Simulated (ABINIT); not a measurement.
**AlN (P6_3mc): ε∞ along x against volume**

The cell of AlN (P6_3mc) is scaled evenly and the response computed anew at each volume, on one mesh. The atoms keep their fractional positions. x, y and z are the Cartesian axes of the input cell.

Symmetry: P6_3mc, No. 186, hexagonal system. The conventional cell has a = 3.113 Å, b = 3.113 Å, c = 4.981 Å, α = 90.00°, β = 90.00°, γ = 120.00°. Around Al on site b lie 4 N at 1.89 Å. N on site b has 4 Al at 1.89 Å as nearest neighbours.

Method: ABINIT 10.8.3, LDA, independent particles, k-mesh 12×12×7, Lorentzian half width 0.04 eV.

Launch of the response step: `optic optic.abi`. The series took 7.6 min in all, its band step included, on 4 threads of Intel(R) Xeon(R) Processor @ 2.70GHz, on a shared host.

```tsv
V/V₀	V (Å³, primitive cell)	ε∞ along x
0.94	39.29	4.4260
0.97	40.55	4.4877
1.00	41.80	4.5455
1.03	43.06	?
1.06	44.31	4.6739
```

For small changes the quantity should be close to linear in ln V.

Working, on the rows shown:

| x = ln(V/V₀) | y = ε∞ along x |
| --- | --- |
| -0.0618754 | 4.426 |
| -0.0304592 | 4.4877 |
| 0 | 4.5455 |
| 0.0582689 | 4.6739 |

Means: x̄ = -0.0085164, ȳ = 4.5333. Σ(x − x̄)(y − ȳ) = 0.01622, Σ(x − x̄)² = 0.007861. Slope = 0.01622 / 0.007861 = 2.063; intercept = ȳ − slope · x̄ = 4.5508. The line misses the rows shown by at most 0.0053.

Predict the last column of the withheld row from the fit.

At x = 0.029559 the line gives y = 4.6118. The run gave 4.6075, so the interpolation is off by 0.0043, 1.7 % of the range in the table.

Between the rows on either side of x = 0 the slope is (4.6075 − 4.4877) / (0.029559 − (-0.030459)) = 1.996. So d ln ε∞/d ln V = +0.44 at V₀: ε∞ falls under slight compression. The cell comes from an older database entry, whose edges can be off by a per cent or so. Excitons are left out and so are local fields; LDA gaps are as a rule too small. The values come from a sum over the points of one k-mesh and carry its error, which grows as the direct gap shrinks.

[Logs are printed without paths, hosts, clocks, repeated set-up lines and the standing remarks that a program may print on its own settings, such as how far it seeks lower states.]
